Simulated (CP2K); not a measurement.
Two runs for the C K edge of chlorodifluoromethane. Run A: CP2K XAS_TDP, all-electron GAPW, PBEh(45%), aug-pc-2, TDA, no relativity. Run B differs in one setting.

First lines with a strength over 0.0015. A:

| atom | energy (eV) | states | strength, one atom |
| --- | --- | --- | --- |
| C2 (bonded to Cl, 2 F and H) | 287.26 | 1 | 0.0726 |
|  | 288.68 | 1 | 0.0769 |
|  | 289.41 | 1 | 0.0506 |
|  | 290.59 | 1 | 0.0127 |
|  | 291.49 | 1 | 0.0032 |

B:

| atom | energy (eV) | states | strength, one atom |
| --- | --- | --- | --- |
| C2 (bonded to Cl, 2 F and H) | 281.89 | 1 | 0.0549 |
|  | 283.25 | 1 | 0.0223 |
|  | 283.33 | 1 | 0.0501 |
|  | 284.33 | 1 | 0.0047 |
|  | 284.46 | 1 | 0.0045 |

Which was it: scalar relativity switched on, the functional, GW2X switched on, the basis?

The functional (functional from PBEh(45%) to PBE0; the lines alone don't name the new value). A functional moves all lines by electronvolts and changes their spacings and strengths. Against PBEh(45%) in aug-pc-2, the leading line moves by -5.37 eV, to 281.89 eV; the strength of C2's goes from 0.0726 to 0.0549. The next line of C2 over the strength cut lies 1.36 eV higher, against 1.42.

[Hosts, paths, dates, database ids (printed as entryN), source tags and the programs' standing remarks are cut or masked in the printed files.]
